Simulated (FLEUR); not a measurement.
# Fixed-spin-moment curve of NiPt with FLEUR

Aim: the energy of NiPt as a function of its total spin moment.

Calculated with FLEUR MaX-R8.1; PBEsol; all-electron FLAPW, Dirac cores, scalar-relativistic bands.

Most raw output is cut from this account.

**1. The structure**

Symmetry: P4/mmm, No. 123, tetragonal system. The conventional cell has a = 2.710 Å, b = 2.710 Å, c = 3.578 Å, α = 90.00°, β = 90.00°, γ = 90.00°. Nearest to Ni lie 8 Pt at 2.62 Å and 4 Ni at 2.71 Å. Pt has 8 Ni at 2.62 Å and 4 Pt at 2.71 Å nearest. Farther neighbours are not listed.

Structure file:

```xyz
2
Lattice="2.7099 0.0000 0.0000 0.0000 2.7099 0.0000 0.0000 0.0000 3.5783" Properties=species:S:1:pos:R:3 pbc="T T T"
Ni    1.3550    1.3550    1.7892
Pt    0.0000    0.0000    0.0000
```

The cell comes from a database of computed structures and need not be the stable phase.

**2. The free run**

The free run tells which range of moments is worth scanning.

inpgen writes inp.xml from crystal.txt; cutoffs, mixing, functional, smearing and local orbitals are then set in the file. The k list default-1 (kpts.xml, not shown) is a Γ-centred 10×10×10 mesh; where the ranks do not divide the number of points, some are split in two of half the weight.

inp.xml

```
<?xml version="1.0" encoding="UTF-8" standalone="no"?>
<fleurInput fleurInputVersion="0.39">
   <comment>
      NiPt
   </comment>
   <calculationSetup>
      <cutoffs Kmax="3.6" Gmax="10.8" GmaxXC="10.8" numbands="0"/>
      <scfLoop itmax="90" minDistance="0.00002" maxIterBroyd="15" imix="Anderson" alpha="0.05" precondParam="0.0" spinf="2.0" sdNocoIR="T"/>
      <coreElectrons ctail="T" frcor="F" kcrel="0" coretail_lmax="0"/>
      <xcFunctional name="PBEs" relativisticCorrections="F"/>
      <magnetism jspins="2"/>
      <soc l_soc="F" theta="0.0" phi="0.0" spav="F"/>
      <expertModes spex="0" secvar="F"/>
      <geometryOptimization l_f="F" forcealpha="1.0" forcemix="BFGS" epsdisp="0.00001" epsforce="0.00001"/>
      <ldaU l_linMix="F" mixParam="0.05" spinf="1.0"/>
   </calculationSetup>
   <cell>
      <bzIntegration valenceElectrons="34.0" mode="hist" fermiSmearingEnergy="0.00293995">
         <kPointListSelection listName="default-1"/>
         <xi:include xmlns:xi="http://www.w3.org/2001/XInclude" href="kpts.xml"> </xi:include>
      </bzIntegration>
      <xi:include xmlns:xi="http://www.w3.org/2001/XInclude" href="sym.xml"> </xi:include>
      <bulkLattice scale="1.0">
         <bravaisMatrix>
            <row-1>    5.1210440250039140     0.0000000000000000     0.0000000000000000</row-1>
            <row-2>    0.0000000000000000     5.1210440250039140     0.0000000000000000</row-2>
            <row-3>    0.0000000000000000     0.0000000000000000     6.7620447861786719</row-3>
         </bravaisMatrix>
      </bulkLattice>
   </cell>
   <atomSpecies>
      <species name="Nickel (Ni1.000" element="Ni" atomicNumber="28">
         <mtSphere radius="2.42" gridPoints="801" logIncrement="0.015"/>
         <atomicCutoffs lmax="10" lnonsphr="8"/>
         <electronConfig flipSpins="F">
            <coreConfig>(1s1/2) (2s1/2) (2p1/2) (2p3/2)</coreConfig>
            <valenceConfig>(3s1/2) (3p1/2) (3p3/2) (4s1/2) (3d3/2) (3d5/2)</valenceConfig>
            <stateOccupation state="(3d3/2)" spinUp="1.6" spinDown="1.6"/>
            <stateOccupation state="(3d5/2)" spinUp="2.9" spinDown="1.9"/>
         </electronConfig>
         <energyParameters s="4" p="4" d="3" f="4"/>
         <lo type="SCLO" l="0" n="3" eDeriv="0"/>
         <lo type="SCLO" l="1" n="3" eDeriv="0"/>
      </species>
      <species name="Platinum (Pt)" element="Pt" atomicNumber="78">
         <mtSphere radius="2.42" gridPoints="801" logIncrement="0.017"/>
         <atomicCutoffs lmax="10" lnonsphr="8"/>
         <electronConfig flipSpins="F">
            <coreConfig>(1s1/2) (2s1/2) (2p1/2) (2p3/2) (3s1/2) (3p1/2) (3p3/2) (4s1/2) (3d3/2) (3d5/2) (4p1/2) (4p3/2) (5s1/2) (4d3/2) (4d5/2) (4f5/2) (4f7/2)</coreConfig>
            <valenceConfig>(5p1/2) (5p3/2) (6s1/2) (5d3/2) (5d5/2)</valenceConfig>
            <stateOccupation state="(6s1/2)" spinUp="0.500000" spinDown="0.500000"/>
            <stateOccupation state="(5d3/2)" spinUp="1.800000" spinDown="1.800000"/>
            <stateOccupation state="(5d5/2)" spinUp="2.700000" spinDown="2.700000"/>
         </electronConfig>
         <energyParameters s="6" p="6" d="5" f="5"/>
         <lo type="SCLO" l="1" n="5" eDeriv="0"/>
      </species>
   </atomSpecies>
   <atomGroups>
      <atomGroup species="Nickel (Ni1.000">
         <relPos label="                   1">1.000/2.000 1.000/2.000 1.000/2.000</relPos>
         <force calculate="T" relaxXYZ="TTT"/>
      </atomGroup>
      <atomGroup species="Platinum (Pt)">
         <relPos label="                   2">.0000000000 .0000000000 .0000000000</relPos>
         <force calculate="T" relaxXYZ="TTT"/>
      </atomGroup>
   </atomGroups>
   <output dos="F" band="F" slice="F">
      <bandDOS minEnergy="-.5*Htr" maxEnergy="0.5*Htr" sigma="0.015" storeEVData="T"/>
      <plotting iplot="0" polar="F">
         <plot TwoD="T" vec1="  1.0  0.0  0.0" vec2="  0.0  1.0  0.0" vec3="  0.0  0.0  1.0" zero="  0.0  0.0  0.0" file="plot"/>
      </plotting>
      <moessbauerParams electricFieldGradient="F" isomerShift="F" coreHyperfine="F" valenceHyperfine="F"/>
   </output>
</fleurInput>
```

crystal.txt

```
NiPt
&input film=F cartesian=F /
2.70993979410  0.00000000000  0.00000000000
0.00000000000  2.70993979410  0.00000000000
0.00000000000  0.00000000000  3.57832000000
1.8897261246
1.0 1.0 1.0

2
28 0.50000000000  0.50000000000  0.50000000000 : 1.000
78 0.00000000000  0.00000000000  0.00000000000

&kpt div1=10 div2=10 div3=10 gamma=T /
```

Started as:

```console
OMP_NUM_THREADS=1 inpgen -f crystal.txt > inpgen.log  # inp.xml is then edited as shown
OMP_NUM_THREADS=1 mpirun -n 4 fleur_MPI > fleur.log
```

Run time: 26 s. Hardware: 4 MPI ranks of Intel Xeon 6975P-C (Granite Rapids), shared host; peak memory 0.28 GiB.

Read from the output:

```yaml
free_energy: -543170.4325 eV
program_s_band_gap_on_this_mesh_in_a_metal_only_a_level_spacing: 8.54e-4 eV
magnetization: 1.059 μB
final_state: ferromagnetic
largest_moment: 0.7375 μB
```

After 29 cycles the largest moment stands at 0.737 μB.

**3. No spin polarisation**

Changes to inp.xml since step 2:

```diff
@@ -10,3 +10,3 @@
       <xcFunctional name="PBEs" relativisticCorrections="F"/>
-      <magnetism jspins="2"/>
+      <magnetism jspins="1"/>
       <soc l_soc="F" theta="0.0" phi="0.0" spav="F"/>
@@ -31,3 +31,3 @@
    <atomSpecies>
-      <species name="Nickel (Ni1.000" element="Ni" atomicNumber="28">
+      <species name="Nickel (Ni)" element="Ni" atomicNumber="28">
          <mtSphere radius="2.42" gridPoints="801" logIncrement="0.015"/>
@@ -37,4 +37,4 @@
             <valenceConfig>(3s1/2) (3p1/2) (3p3/2) (4s1/2) (3d3/2) (3d5/2)</valenceConfig>
-            <stateOccupation state="(3d3/2)" spinUp="1.6" spinDown="1.6"/>
-            <stateOccupation state="(3d5/2)" spinUp="2.9" spinDown="1.9"/>
+            <stateOccupation state="(3d3/2)" spinUp="1.600000" spinDown="1.600000"/>
+            <stateOccupation state="(3d5/2)" spinUp="2.400000" spinDown="2.400000"/>
          </electronConfig>
@@ -59,3 +59,3 @@
    <atomGroups>
-      <atomGroup species="Nickel (Ni1.000">
+      <atomGroup species="Nickel (Ni)">
          <relPos label="                   1">1.000/2.000 1.000/2.000 1.000/2.000</relPos>
```

Changes to crystal.txt since step 2:

```diff
@@ -9,3 +9,3 @@
 2
-28 0.50000000000  0.50000000000  0.50000000000 : 1.000
+28 0.50000000000  0.50000000000  0.50000000000
 78 0.00000000000  0.00000000000  0.00000000000
```

The job ended after 12 s (4 MPI ranks; peak memory 0.24 GiB).

Numbers from this step:

```yaml
free_energy: -543170.4133 eV
program_s_band_gap_on_this_mesh_in_a_metal_only_a_level_spacing: 0.01538 eV
final_state: non-magnetic (no spin polarisation)
```

Its energy lies +19.2 meV a cell from the free run's.

**4. Moment fixed at 1.106 μB**

Two Fermi energies hold the total moment; the run starts from the free run's density.

Changes to inp.xml since step 3:

```diff
@@ -10,3 +10,3 @@
       <xcFunctional name="PBEs" relativisticCorrections="F"/>
-      <magnetism jspins="1"/>
+      <magnetism jspins="2" fixed_moment="1.106"/>
       <soc l_soc="F" theta="0.0" phi="0.0" spav="F"/>
@@ -31,3 +31,3 @@
    <atomSpecies>
-      <species name="Nickel (Ni)" element="Ni" atomicNumber="28">
+      <species name="Nickel (Ni1.000" element="Ni" atomicNumber="28">
          <mtSphere radius="2.42" gridPoints="801" logIncrement="0.015"/>
@@ -37,4 +37,4 @@
             <valenceConfig>(3s1/2) (3p1/2) (3p3/2) (4s1/2) (3d3/2) (3d5/2)</valenceConfig>
-            <stateOccupation state="(3d3/2)" spinUp="1.600000" spinDown="1.600000"/>
-            <stateOccupation state="(3d5/2)" spinUp="2.400000" spinDown="2.400000"/>
+            <stateOccupation state="(3d3/2)" spinUp="1.6" spinDown="1.6"/>
+            <stateOccupation state="(3d5/2)" spinUp="2.9" spinDown="1.9"/>
          </electronConfig>
@@ -59,3 +59,3 @@
    <atomGroups>
-      <atomGroup species="Nickel (Ni)">
+      <atomGroup species="Nickel (Ni1.000">
          <relPos label="                   1">1.000/2.000 1.000/2.000 1.000/2.000</relPos>
```

Started as:

```console
OMP_NUM_THREADS=1 mpirun -n 4 fleur_MPI > fleur.log
```

Run time: 14 s. Hardware: 4 MPI ranks; peak memory 0.29 GiB.

This step gave:

```
magnetization : 1.106 μB
```

Its energy lies +0.1 meV a cell from the free run's.

**5. Moment fixed at 0.83 μB**

Changes to inp.xml since step 4:

```diff
@@ -10,3 +10,3 @@
       <xcFunctional name="PBEs" relativisticCorrections="F"/>
-      <magnetism jspins="2" fixed_moment="1.106"/>
+      <magnetism jspins="2" fixed_moment="0.83"/>
       <soc l_soc="F" theta="0.0" phi="0.0" spav="F"/>
```

It took 17 s on 4 MPI ranks; peak memory 0.25 GiB.

Numbers from this step:

```yaml
magnetization: 0.83 μB
```

Its energy lies +4.2 meV a cell from the free run's.

**6. Moment fixed at 1.383 μB**

Changes to inp.xml since step 5:

```diff
@@ -10,3 +10,3 @@
       <xcFunctional name="PBEs" relativisticCorrections="F"/>
-      <magnetism jspins="2" fixed_moment="0.83"/>
+      <magnetism jspins="2" fixed_moment="1.383"/>
       <soc l_soc="F" theta="0.0" phi="0.0" spav="F"/>
```

Wall time 18 s (4 MPI ranks); peak memory 0.25 GiB.

Read from the output:

```yaml
magnetization: 1.383 μB
```

Its energy lies +18.8 meV a cell from the free run's.

**7. All moments**

The other moments were run in the same way.

The energy over the lowest by total spin moment:

```tsv
total spin moment (μB a cell)	energy over the lowest (meV a cell)
0.000	19.2
0.277	17.3
0.553	11.8
0.830	4.19
1.059	0
1.106	0.0778
1.383	18.8
1.659	90.6
```

Table of moment, largest sphere moment by total spin moment:

```tsv
total spin moment (μB a cell)	moment, largest sphere moment (μB)
0.000	0
0.277	0.200
0.553	0.397
0.830	0.589
1.059	0.737
1.106	0.766
1.383	0.929
1.659	1.08
```

**8. Outcome**

| Property | Result |
| --- | --- |
| moment of the free run | 1.06 μB a cell |
| moment of the lowest point | 1.06 μB a cell |
| energy of the spinless run | 19.2 meV a cell over the lowest |

What this shows: The lowest point lies 19.2 meV a cell under the spinless run, in free energy at a smearing of 0.08 eV. The point at zero is the spinless run. Opposed orders, which also have no total moment, were not run.

[Logs and program files are shortened in this print: banners, set-up blocks, solver, clock and traceback lines can be left out without a mark of their own.]

[Logs are printed without paths, hosts, clocks, repeated set-up lines and the standing remarks that a program may print on its own settings, such as how far it seeks lower states.]

[Hosts, paths, dates, database ids (printed as entryN), source tags and the programs' standing remarks are cut or masked in the printed files.]

[Where a cell is said to come from a database of computed structures, the database is the Materials Project.]
